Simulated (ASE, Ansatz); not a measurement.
# Localised basis functions on (13,13) 1T-TiS2 nanotube (234 atoms)

Aim: test how closely localised support functions follow the reference on (13,13) 1T-TiS2 nanotube (234 atoms), and at what cost. A setting counts as converged where the r.m.s. difference of forces stays under 1 % of the r.m.s. force.

Calculated with Ansatz 0.2.0; Kohn-Sham DFT, PBE+D3(BJ), PAW (set soft_2), plane waves.

### 1. Starting point

The cell holds 234 atoms: 78 Ti and 156 S. Cell: a = 39.212 Å, b = 39.278 Å, c = 10.230 Å, α = 90.0°, β = 90.0°, γ = 90.0°. It derives from TiS2 (1T-TiS2). 1T-TiS2 sheet (a = 3.41 Å) rolled into a (13,13) tube of diameter 24.44 Å, 3 periods, 12 Å of vacuum; not relaxed, displaced by a Gaussian of 0.02 Å. Vacuum lies along a and b. The structure repeats along c.

Before any run, some limits are plain. Beside vacuum, support functions can miss their usual error bounds without a warning. The main run has no spin polarisation, so moments on Ti can't form in it, and no Hubbard term. Only the Γ point is sampled, in a cell whose periodic width is 10 Å.

### 2. Plane-wave single point

The first run fixes the reference, at a cutoff of 420 eV.

input.yaml

```yaml
crystal:
  lattice:
    - [39.21188, 0.0, 0.0]
    - [0.0, 39.27827, 0.0]
    - [0.0, 0.0, 10.23]
  atoms:
    - { symbol: Ti, position: [0.81194, 0.49877, 0.9955] }
    - { symbol: S, position: [0.84713, 0.5279, 0.16195] }
    - { symbol: S, position: [0.77141, 0.54468, 0.9979] }
    - { symbol: Ti, position: [0.80317, 0.5741, 0.1729] }
    - { symbol: S, position: [0.83008, 0.60944, 0.99621] }
    - { symbol: S, position: [0.75369, 0.60819, 0.1681] }
    - { symbol: Ti, position: [0.77612, 0.64529, 0.00191] }
    - { symbol: S, position: [0.7939, 0.68619, 0.1703] }
    - { symbol: S, position: [0.72042, 0.66494, 0.00316] }
    - { symbol: Ti, position: [0.73348, 0.70686, 0.16615] }
    - { symbol: S, position: [0.74085, 0.75013, 0.00091] }
    - { symbol: S, position: [0.67436, 0.71394, 0.16648] }
    - { symbol: Ti, position: [0.67784, 0.75644, 0.99992] }
    - { symbol: S, position: [0.67353, 0.80077, 0.16761] }
    - { symbol: S, position: [0.61745, 0.74812, 0.9995] }
    - { symbol: Ti, position: [0.60987, 0.79076, 0.16921] }
    - { symbol: S, position: [0.59649, 0.83291, 0.00113] }
    - { symbol: S, position: [0.55587, 0.76907, 0.16841] }
    - { symbol: Ti, position: [0.53781, 0.80929, 0.00281] }
    - { symbol: S, position: [0.5141, 0.84726, 0.16877] }
    - { symbol: S, position: [0.48889, 0.77515, 0.00059] }
    - { symbol: Ti, position: [0.46263, 0.80899, 0.16759] }
    - { symbol: S, position: [0.43041, 0.83943, 0.99887] }
    - { symbol: S, position: [0.42298, 0.76407, 0.16554] }
    - { symbol: Ti, position: [0.38911, 0.7903, 2.0e-05] }
    - { symbol: S, position: [0.34976, 0.81406, 0.16596] }
    - { symbol: S, position: [0.3623, 0.73681, 0.00058] }
    - { symbol: Ti, position: [0.32344, 0.75683, 0.1676] }
    - { symbol: S, position: [0.28029, 0.76998, 0.00071] }
    - { symbol: S, position: [0.30885, 0.69739, 0.16807] }
    - { symbol: Ti, position: [0.26725, 0.70686, 0.99566] }
    - { symbol: S, position: [0.2214, 0.70805, 0.16827] }
    [... 196 atom lines left out ...]
    - { symbol: Ti, position: [0.77632, 0.35563, 0.66667] }
    - { symbol: S, position: [0.82023, 0.36332, 0.83339] }
    - { symbol: S, position: [0.76164, 0.41362, 0.66492] }
    - { symbol: Ti, position: [0.80292, 0.42533, 0.83473] }
    - { symbol: S, position: [0.84436, 0.4432, 0.66697] }
    - { symbol: S, position: [0.77477, 0.47803, 0.83217] }
kpoints:
  mp_grid: { grid: [1, 1, 1] }
hamiltonian:
  xc: pbe
  dispersion: d3bj
scf:
  occupations: { method: fermi_dirac, width: 0.025 }
output:
  forces: true
  populations: true
  dos:
    method: { smearing: { sigma: 0.15 } }
    de: 0.1
    projected: { site_lists: { S: [S], Ti: [Ti] } }
  eigenvalues: true
```

Launch:

```sh
> ansatz run input.yaml --threads 32 --pin off --max-ram 143360MiB --backend cuda --events-out ev --progress --plain --runs-dir out
```

Numbers of over 12 decimals in the logs are rounded to 6 here.

The log of the run:

```text
Engine: ansatz 0.2.0, aarch64-unknown-linux-gnu
Pseudopotentials: kind: paw
Pseudopotential: Ti, paw, valence charge 12, recommended cutoff 420 eV (normal), Ti.paw.azcp
Pseudopotential: S, paw, valence charge 6, recommended cutoff 420 eV (normal), S.paw.azcp
[... 5 lines on functional and potentials left out ...]
device memory: the entry about to start is reckoned to put 43.6 GiB on a device that reports 182.5 GiB free
GPU FFT provider: cuFFT
GPU libraries: cuBLAS 13.8.1, cuFFT 12.4.0, cuSOLVER 12.3.2
GPU matrix products: emulated (plane waves: as basis.precision tells), large ones in fixed point in workspaces of 1.00 GiB
Crystal: 234 atoms, lattice volume = 15755.988 Å³
Basis set: ecut = 420 eV, 307875 PW (Γ), exchange–correlation on 540×540×144 points (8 copies of the dense FFT grid, shifted against one another)
Bands: 1170, of which v1, the nominal top of the filled ones, is band 936 counted from 1 (935 counted from 0)
Symmetry: 1 space group operations
Space group: P1 (ITA 1), of the structure as read, at distance tolerance 2.5e-4 Å
k-points: 1
[... 5 lines on functional and potentials left out ...]
Initial density: superposition of atomic densities (neutral atoms: chi_scale 0, normalization atom), corrected by the library's trained network
Initial wavefunctions: pseudopotential atomic-orbital guess
GPU buffer pool allocated for 5248800 grid points (all kernels)
GPU transforms: local potential and band sums: pruned to the plane-wave sphere, on 270×270×72
GPU projectors: on the FFT box's points about the atoms, with room for 1532934 of them (16 bands a pass); a geometry past the room, sums that fail their trial, or a want of GPU memory keeps the tables, and a block in half precision can take them where they are the faster
Functional: x = pbe(κ = 0.804, μ = 0.219515), c = pbe(β = 0.066725)
SCF iter   1: F=—  HF=-336045.760324 eV  |F-HF|=—  |Δ(HF+E_count)|=         —  Δρ=2.52e-3  dr2=2.66e0  ethr=1.77e-3  ⟨swp⟩=6.0  Hψ=4717  notcnv=0  defer=128
preconditioner: auto → LDOS  [insulator: Δε(μ)=0.104 eV  Ē_g=6.505 eV  σ=0.025 eV  W_gap=0.65  n_scr=1842 (ndim 8)  ℏωp=10.5 eV  f_vac=0.679  D(μ)=67.29/eV (n_scr^D=186)  ε∞_Penn≈3.6  β→1.0]
SCF iter   2: F=—  HF=-336045.929503 eV  |F-HF|=—  |Δ(HF+E_count)|=   1.69e-1  Δρ=2.69e-3  dr2=4.14e0  ethr=1.42e-4  ⟨swp⟩=3.0  Hψ=1951  notcnv=0  defer=161
SCF iter   3: F=—  HF=-336045.588576 eV  |F-HF|=—  |Δ(HF+E_count)|=   3.41e-1  Δρ=9.81e-4  dr2=3.65e-1  ethr=1.42e-4  ⟨swp⟩=4.0  Hψ=1555  notcnv=0  defer=161
SCF iter   4: F=—  HF=-336045.554613 eV  |F-HF|=—  |Δ(HF+E_count)|=   3.40e-2  Δρ=2.35e-4  dr2=3.51e-2  ethr=1.95e-5  ⟨swp⟩=2.0  Hψ=1706  notcnv=0  defer=161
SCF iter   5: F=—  HF=-336045.541180 eV  |F-HF|=—  |Δ(HF+E_count)|=   1.34e-2  Δρ=8.36e-5  dr2=2.00e-3  ethr=1.88e-6  ⟨swp⟩=2.0  Hψ=1471  notcnv=0  defer=161
SCF iter   6: F=—  HF=-336045.541395 eV  |F-HF|=—  |Δ(HF+E_count)|=   2.15e-4  Δρ=4.04e-5  dr2=5.73e-4  ethr=1.07e-7  ⟨swp⟩=3.0  Hψ=1757  notcnv=0  defer=161
SCF iter   7: F=—  HF=-336045.541464 eV  |F-HF|=—  |Δ(HF+E_count)|=   6.89e-5  Δρ=1.68e-5  dr2=1.09e-4  ethr=3.06e-8  ⟨swp⟩=2.0  Hψ=1471  notcnv=0  defer=161
SCF iter   8: F=—  HF=-336045.550067 eV  |F-HF|=—  |Δ(HF+E_count)|=   8.60e-3  Δρ=7.81e-6  dr2=2.47e-5  ethr=5.80e-9  ⟨swp⟩=2.0  Hψ=1384  notcnv=0  defer=161
SCF iter   9: F=—  HF=-336045.555104 eV  |F-HF|=—  |Δ(HF+E_count)|=   5.04e-3  Δρ=3.20e-6  dr2=2.81e-6  ethr=1.32e-9  ⟨swp⟩=2.0  Hψ=1486  notcnv=0  defer=161
SCF iter  10: F=—  HF=-336045.555110 eV  |F-HF|=—  |Δ(HF+E_count)|=   5.68e-6  Δρ=1.61e-6  dr2=7.04e-7  ethr=1.50e-10  ⟨swp⟩=2.0  Hψ=1482  notcnv=0  defer=161
SCF iter  11: F=—  HF=-336045.555112 eV  |F-HF|=—  |Δ(HF+E_count)|=   2.27e-6  Δρ=7.81e-7  dr2=1.91e-7  ethr=3.76e-11  ⟨swp⟩=2.0  Hψ=1635  notcnv=0  defer=161
SCF iter  12: F=-336045.555113 eV  HF=-336045.555113 eV  |F-HF|=2.61e-7  |Δ(HF+E_count)|=   6.60e-7  Δρ=3.64e-7  dr2=5.27e-8  ethr=5.34e-12  ⟨swp⟩=11.0  Hψ=5074  notcnv=0
SCF 1 converged in 12 iterations: F = -336045.555113 eV  dr2 = 5.27e-8
  greatest PAW one-centre occupation: 0.999 electrons in one spin orbital (limit 2), on the Ti atom at site 63 (counted from 0), in its partial waves of l = 0
SCF converged after 12 iterations
Free energy (F): -336045.555113 eV
Harris-Foulkes:  -336045.555113 eV  (|F-HF|=2.61e-7)
Internal energy: -336045.395692 eV  (E = F + TS)
E sigma→0 (E₀):  -336045.475402 eV
Entropy (-TS):   -0.159421 eV (-0.681 meV/atom)
Fermi energy:    -1.914407 eV
--- Per-component energies (eV) ---
  E_band       = -34930.424838
  E_kinetic    = 37871.560163
  E_local      = -1214525.166985  (includes V_loc(G=0)·N_el)
  E_nonlocal   = 4905.758506
  E_hartree    = 586982.458777
  E_xc         = -22803.121742
  E_vxc        = -23214.155848  (∫ρ·V_xc dr)
  E_paw        = -175257.218868  (= ΣΔE_a)
  E_vpaw       = -13933.339829  (= ΣTr[D̂ρ^β])
  E_aug_tail   = 0.009930  (compensation charges beyond the density's cutoff)
  E_ewald      = 446844.537659
  E_disp       = -64.213133  (pairwise vdW)
  E_smearing   = -0.159421  (= −TS)
  E_closure    = -0.000000  (closes the sum)
  Σ components = -336045.555113   (vs F -336045.555113, Δ=0.00e0)
--- Forces (eV/Å), atoms counted from 1 ---
[... 234 lines of forces left out ...]
  max |Σ_I F_I| component: 5.05e-5 eV/Å
--- Band table (eV) ---
[... left out ...]
--- Löwdin populations: 234 sites ---
  site symbol       q [e]
[... 234 lines, one an atom, left out ...]
  spilling = 0.006551 (of n_electrons = 1872.000000)
```

Elapsed: 9.3 s, on 1 × NVIDIA GB200 with 32 threads of Arm Neoverse V2, shared host; peak memory 4.9 GiB.

In the SCF lines HF is the Harris–Foulkes energy and dr2 the Hartree energy of the density residual, in eV; the loop may stop once dr2 is under the threshold and the program's other checks hold. Hψ counts applications of the Hamiltonian.

That memory is the host's; the program planned up to 43.6 GiB on the GPU. Forces of this run were stored rounded, and per-atom blocks of the log weren't kept.

Read from the output:

* free energy: -336045.5551 eV
* free energy per atom: -1436.0921 eV/atom
* SCF cycles: 12
* r.m.s. force component: 0.506 eV/Å
* longest force: 1.733 eV/Å
* Fermi energy: -1.914 eV
* levels partly filled by over 2 per cent: 8
* spilling of the projection: 0.006551

Length of the force by element:

```tsv
element	coordination	atoms	mean length of the force (eV/Å)	spread	least	most
S	all	156	0.616	0.243	0.0992	1.13
Ti	all	78	1.17	0.252	0.660	1.73
```

Löwdin charges by element (they lack the spilled electrons, 0.052 e an atom on average):

```tsv
element	coordination	atoms	mean charge (e)	spread	least	most
S	all	156	-0.314	0.0509	-0.389	-0.241
Ti	all	78	0.786	0.0079	0.768	0.808
```

States in the cell by windows of 1 eV, zero at the Fermi level; some projections on atomic orbitals stand beside the total:

```tsv
from (eV)	to (eV)	total	S p	Ti d	S s
-14	-13	29.4	0.6	0.2	19.0
-13	-12	147.7	3.3	7.6	121.7
-12	-11	134.9	1.6	10.5	119.6
-11	-6	0.0	0.0	0.0	0.0
-6	-5	34.7	25.3	5.5	0.6
-5	-4	138.2	99.1	26.9	3.6
-4	-3	227.0	164.3	44.7	6.3
-3	-2	273.7	183.9	78.7	5.3
-2	-1	215.0	180.9	26.5	3.2
-1	0	47.1	34.9	11.0	0.4
0	1	142.8	25.9	110.7	1.5
```

The stored curve holds about 1248 of the 1872 electrons; the rest, give or take the few that broadening carries across the Fermi level, lie in deeper levels below its range.

Not all projections were asked for or kept, so they needn't add up to the total.

The levels nearest the highest filled one (over half full), pooled over k-points and spins:

```tsv
level less the highest filled one (eV)	occupation
-0.259	2
-0.198	2
-0.169	2
-0.0392	1.96
-0.0276	1.94
0	1.83
0.073	0.738
0.0784	0.641
0.0924	0.425
0.115	0.196
0.125	0.135
0.135	0.094
```

Mean Löwdin charges: S -0.31, Ti +0.79 e (they miss 0.66 % of the electrons, so they add up to more than the cell's charge). Just under the Fermi level the largest share is S p (65 % of the projected weight), just over it Ti d (76 % of the projected weight).

### 3. Distances and neighbours

Bonds and neighbours are counted at the geometry of the runs.

Normalised to the volume that the atoms fill. Pair distribution functions g(r), in bins of 0.1 Å:

```tsv
r (Å)	total	S-S	S-Ti	Ti-Ti
2.15	0.00	0.00	0.00	0.00
2.25	0.44	0.00	1.00	0.00
2.35	5.94	0.00	13.40	0.00
2.45	11.00	0.00	24.80	0.00
2.55	2.86	0.00	6.43	0.00
2.65	0.00	0.00	0.00	0.00
2.75	0.00	0.00	0.00	0.00
2.85	0.00	0.00	0.00	0.00
2.95	0.00	0.00	0.00	0.00
3.05	1.51	3.40	0.00	0.00
3.15	2.58	5.81	0.00	0.00
3.25	0.02	0.06	0.00	0.00
3.35	3.59	2.98	0.00	20.40
3.45	9.33	14.50	0.00	25.90
3.55	0.62	1.39	0.00	0.00
3.65	1.23	2.77	0.00	0.00
3.75	1.67	3.75	0.00	0.00
3.85	0.03	0.00	0.08	0.00
3.95	1.18	0.00	2.65	0.00
4.05	0.29	0.00	0.66	0.00
4.15	2.23	0.00	5.02	0.00
4.25	2.01	0.00	4.53	0.00
4.35	0.84	0.00	1.90	0.00
4.45	0.26	0.00	0.59	0.00
4.55	0.00	0.00	0.00	0.00
4.65	0.00	0.00	0.00	0.00
4.75	0.11	0.25	0.00	0.00
4.85	2.33	5.25	0.00	0.00
4.95	0.09	0.21	0.00	0.00
5.05	0.68	0.04	1.47	0.00
5.15	1.88	1.38	2.84	0.00
5.25	1.17	0.25	2.39	0.00
5.35	1.36	0.00	3.07	0.00
5.45	1.44	0.00	3.25	0.00
5.55	1.46	0.00	3.29	0.00
5.65	1.09	0.18	2.28	0.00
5.75	1.14	2.49	0.02	0.28
5.85	2.35	2.90	0.00	9.57
5.95	2.75	4.76	0.00	5.68
6.05	0.82	1.86	0.00	0.00
6.15	0.96	2.17	0.00	0.00
6.25	0.36	0.81	0.00	0.00
6.35	0.00	0.00	0.00	0.00
6.45	0.05	0.11	0.00	0.00
```

Bonds by pair of elements; cutoffs follow the first minimum of g(r), held within bounds set by covalent radii, and pairs that aren't listed don't count as bonded:

```tsv
pair A-B	cutoff (Å)	bonds	mean length (Å)	spread (Å)	shortest (Å)	B about A	A about B
S-Ti	3.1	468	2.43	0.065	2.27	3	6
```

How many atoms have how many bonded neighbours:

```tsv
element	mean	3	6
S	3	156	0
Ti	6	0	78
```

Bond angles, per cent of each kind in bins of 5°:

```tsv
angle (°)	S-Ti-S	Ti-S-Ti
75–80	0.1	0.0
80–85	13.2	3.9
85–90	22.4	56.4
90–95	32.6	39.7
95–100	11.7	0.0
100–105	0.0	0.0
105–110	0.0	0.0
110–115	0.0	0.0
115–120	0.0	0.0
120–125	0.0	0.0
125–130	0.0	0.0
130–135	0.0	0.0
135–140	0.0	0.0
140–145	0.0	0.0
145–150	0.0	0.0
150–155	0.0	0.0
155–160	0.0	0.0
160–165	0.0	0.0
165–170	6.6	0.0
170–175	9.5	0.0
175–180	3.9	0.0
```

Bond angles (no mean is given where the spread exceeds 20°):

```tsv
angle	count	mean (°)	spread (°)
S-Ti-S	1170	-	-
Ti-S-Ti	468	89	2.5
```

For some of the pairs, g(r) has its first main peak near 2.43 Å (S-Ti) and 3.41 Å (Ti-Ti). By these cutoffs all S atoms have 3 and all Ti atoms have 6 bonded neighbours.

The surroundings of S104, whose charge lies farthest from its element's mean, nearest first, numbered as they follow in the input and with coordinates relative to it.

```tsv
atom	x	y	z	distance (Å)	bonds	Löwdin charge (e)	Fx	Fy	Fz (eV/Å)
S104	0.00	0.00	0.00	0.00	3	-0.39	0.40	-1.06	0.00
Ti103	1.53	-0.94	-1.72	2.49	6	0.79	-0.42	1.11	0.32
Ti181	1.53	-0.99	1.72	2.51	6	0.78	-0.30	1.61	-0.24
Ti106	-1.08	-2.32	0.02	2.56	6	0.79	-0.66	1.30	-0.13
S26	-0.04	-0.04	-3.41	3.41	3	-0.35	0.39	-0.81	0.01
S182	0.02	-0.04	3.42	3.42	3	-0.36	0.13	-0.83	0.04
S102	2.83	-2.01	0.00	3.48	3	-0.27	0.11	-0.31	-0.10
S183	0.45	-3.02	1.72	3.51	3	-0.25	0.12	-0.78	-0.19
S105	0.47	-3.04	-1.69	3.51	3	-0.27	-0.01	-0.21	-0.18
S179	3.13	0.96	1.71	3.69	3	-0.35	0.10	-0.48	-0.05
S101	3.13	1.01	-1.70	3.70	3	-0.37	0.09	-0.85	-0.06
S185	-2.78	-1.82	1.70	3.73	3	-0.36	0.51	-0.57	0.02
S107	-2.79	-1.79	-1.73	3.74	3	-0.37	0.59	-0.82	0.14
```

The column of bonds counts only the pairs S-Ti within 3.10 Å; other neighbours, such as metal atoms beside each other in a compound, aren't counted, and periodic images can show an atom twice.

### 4. Support functions medium

The cell is solved in localised support functions.

This step: Kohn-Sham DFT, PBE+D3(BJ), PAW (set soft_2), localised support functions (medium) (Ansatz 0.2.0).

input.yaml, the sections that differ from step 2:

```yaml
scf:
  occupations: { method: fermi_dirac, width: 0.025 }
  eigensolver: { kind: { support_functions: { accuracy: medium } } }
  mixing: { beta: 0.2 }
  max_iter: 150
output:
  forces: true
# crystal, kpoints, hamiltonian: as in step 2
```

The log of the run:

```text
Warning: scf.eigensolver.kind.support_functions: disabling space-group detection — the functions' gradient is summed over unrotated k-points, so no spatial operation reduces the k-mesh or symmetrises the density; time reversal is kept, so that k and −k are solved as one point where they differ and the mesh holds both, and exact exchange and, on two spinor components, a DFT+U term hold to it where the run has them: [...]
settings of this run that can trade accuracy for cost: scf.eigensolver.kind.support_functions [...]
[...]
GPU FFT provider: cuFFT
GPU libraries: cuBLAS 13.8.1, cuFFT 12.4.0, cuSOLVER 12.3.2
[...]
Crystal: 234 atoms, lattice volume = 15755.988 Å³
Basis set: ecut = 420 eV, 307875 PW (Γ), exchange–correlation on 540×540×144 points (8 copies of the dense FFT grid, shifted against one another)
Bands: 1124, of which v1, the nominal top of the filled ones, is band 936 counted from 1 (935 counted from 0)
[... 1 set-up line as in the run before ...]
k-points: 1
[...]
GPU buffer pool allocated for 5248800 grid points (all kernels)
[...]
SCF iter   1: F=—  HF=-336044.194948 eV  |F-HF|=—  |Δ(HF+E_count)|=         —  Δρ=3.50e-2  dr2=2.76e2  ethr=1.00e-1
[...]
SCF iter  30: F=-336045.686433 eV  HF=-336045.686247 eV  |F-HF|=1.86e-4  |Δ(HF+E_count)|=   1.02e-4  Δρ=1.39e-6  dr2=2.41e-6  ethr=3.23e-10
SCF 1 converged in 30 iterations: F = -336045.695703 eV  dr2 = 2.41e-6
[...]
SCF converged after 30 iterations
Stability not checked: this state was not tested for a lower state beside it, because the mixer in use, unlike msr1, does not test its closes by its own steps (another_mixer; see scf.mixing.algorithm and scf.lower_state_search)
Free energy (F): -336045.695703 eV
[...]
Internal energy: -336045.536272 eV  (E = F + TS)
E sigma→0 (E₀):  -336045.615988 eV
Entropy (-TS):   -0.159431 eV (-0.681 meV/atom)
Fermi energy:    -1.914926 eV
[...]
--- Forces (eV/Å), atoms counted from 1 ---
[... 234 lines of forces left out ...]
  max |Σ_I F_I| component: 3.31e-3 eV/Å
--- Band table (eV) ---
[... left out ...]
  guard bands above this table: 163 of the run's 1124 bands (output.publish_guard_bands: true publishes all)
```

Run time: 14 s. Hardware: 1 × NVIDIA GB200 with 32 threads; peak memory 3.2 GiB.

That memory is the host's; the program planned up to 12.4 GiB on the GPU.

The program notes that the band table was not solved further than the SCF left it and it switched symmetry off. Further notices: vacuum switching off with vacuum.

Keys that differ from the reference: support_functions.accuracy = "medium", scf.max_iter = 150 and scf.mixing.beta = 0.2.

Forces differ from the reference by 0.52 meV/Å r.m.s., 0.10 % of their size, well within a tolerance of 1 %; the energy by -0.60 meV/atom. It took 14 s and 30 cycles; the reference's time can't be set against it, since the two runs asked for unlike analyses.

### 5. The ladder side by side

Each row is set against the plane-wave reference (Kohn-Sham DFT, PBE+D3(BJ), PAW (set soft_2), plane waves; r.m.s. force component 0.506 eV/Å). Energies are set beside the reference only for runs with its functional, potentials and electron count. Times are for 1 × NVIDIA GB200 with 32 threads of Arm Neoverse V2, shared host. The reference's time includes the DOS, which some other runs skip.

```tsv
run	Δ force, r.m.s. (meV/Å)	share of r.m.s. force (%)	Δ energy (meV/atom)	cycles	time	host memory (GiB)	planned on the GPU (GiB)
reference	-	-	-	12	9.3 s	4.9	44
support functions medium	0.516	0.102	-0.601	30	14 s	3.2	12
```

### 6. Summary of results

| Quantity | Value |
| --- | --- |
| free energy per atom | -1436.0921 eV/atom |
| r.m.s. force component | 0.506 eV/Å |
| wall time of the 2 DFT runs | 23 s |

**Reading.** Against plane waves at 420 eV, the forces differ by 0.52 meV/Å (0.10 %) with support functions medium. At 234 atoms the run with support functions medium takes roughly 1.5 times the time of plane waves (whose run also made extra analyses, so the like-for-like ratio is larger), in 30 SCF cycles against 12. Differences between support functions and plane waves include what basis error the plane-wave run still has.

8 levels are partly filled, by over 2 % (at Γ alone): no clear gap opens at this level. Levels of broken or missing bonds inside a gap of the host would look the same. With the cutoffs above, all S atoms have 3 and all Ti atoms have 6 bonded neighbours.

**Limits.** The geometry was built by rule, was displaced at random and isn't relaxed at this level: its force components are 0.51 eV/Å r.m.s.

[Logs are printed without paths, hosts, clocks, repeated set-up lines and the standing remarks that a program may print on its own settings, such as how far it seeks lower states.]

[Hosts, paths, dates, database ids (printed as entryN), source tags and the programs' standing remarks are cut or masked in the printed files.]
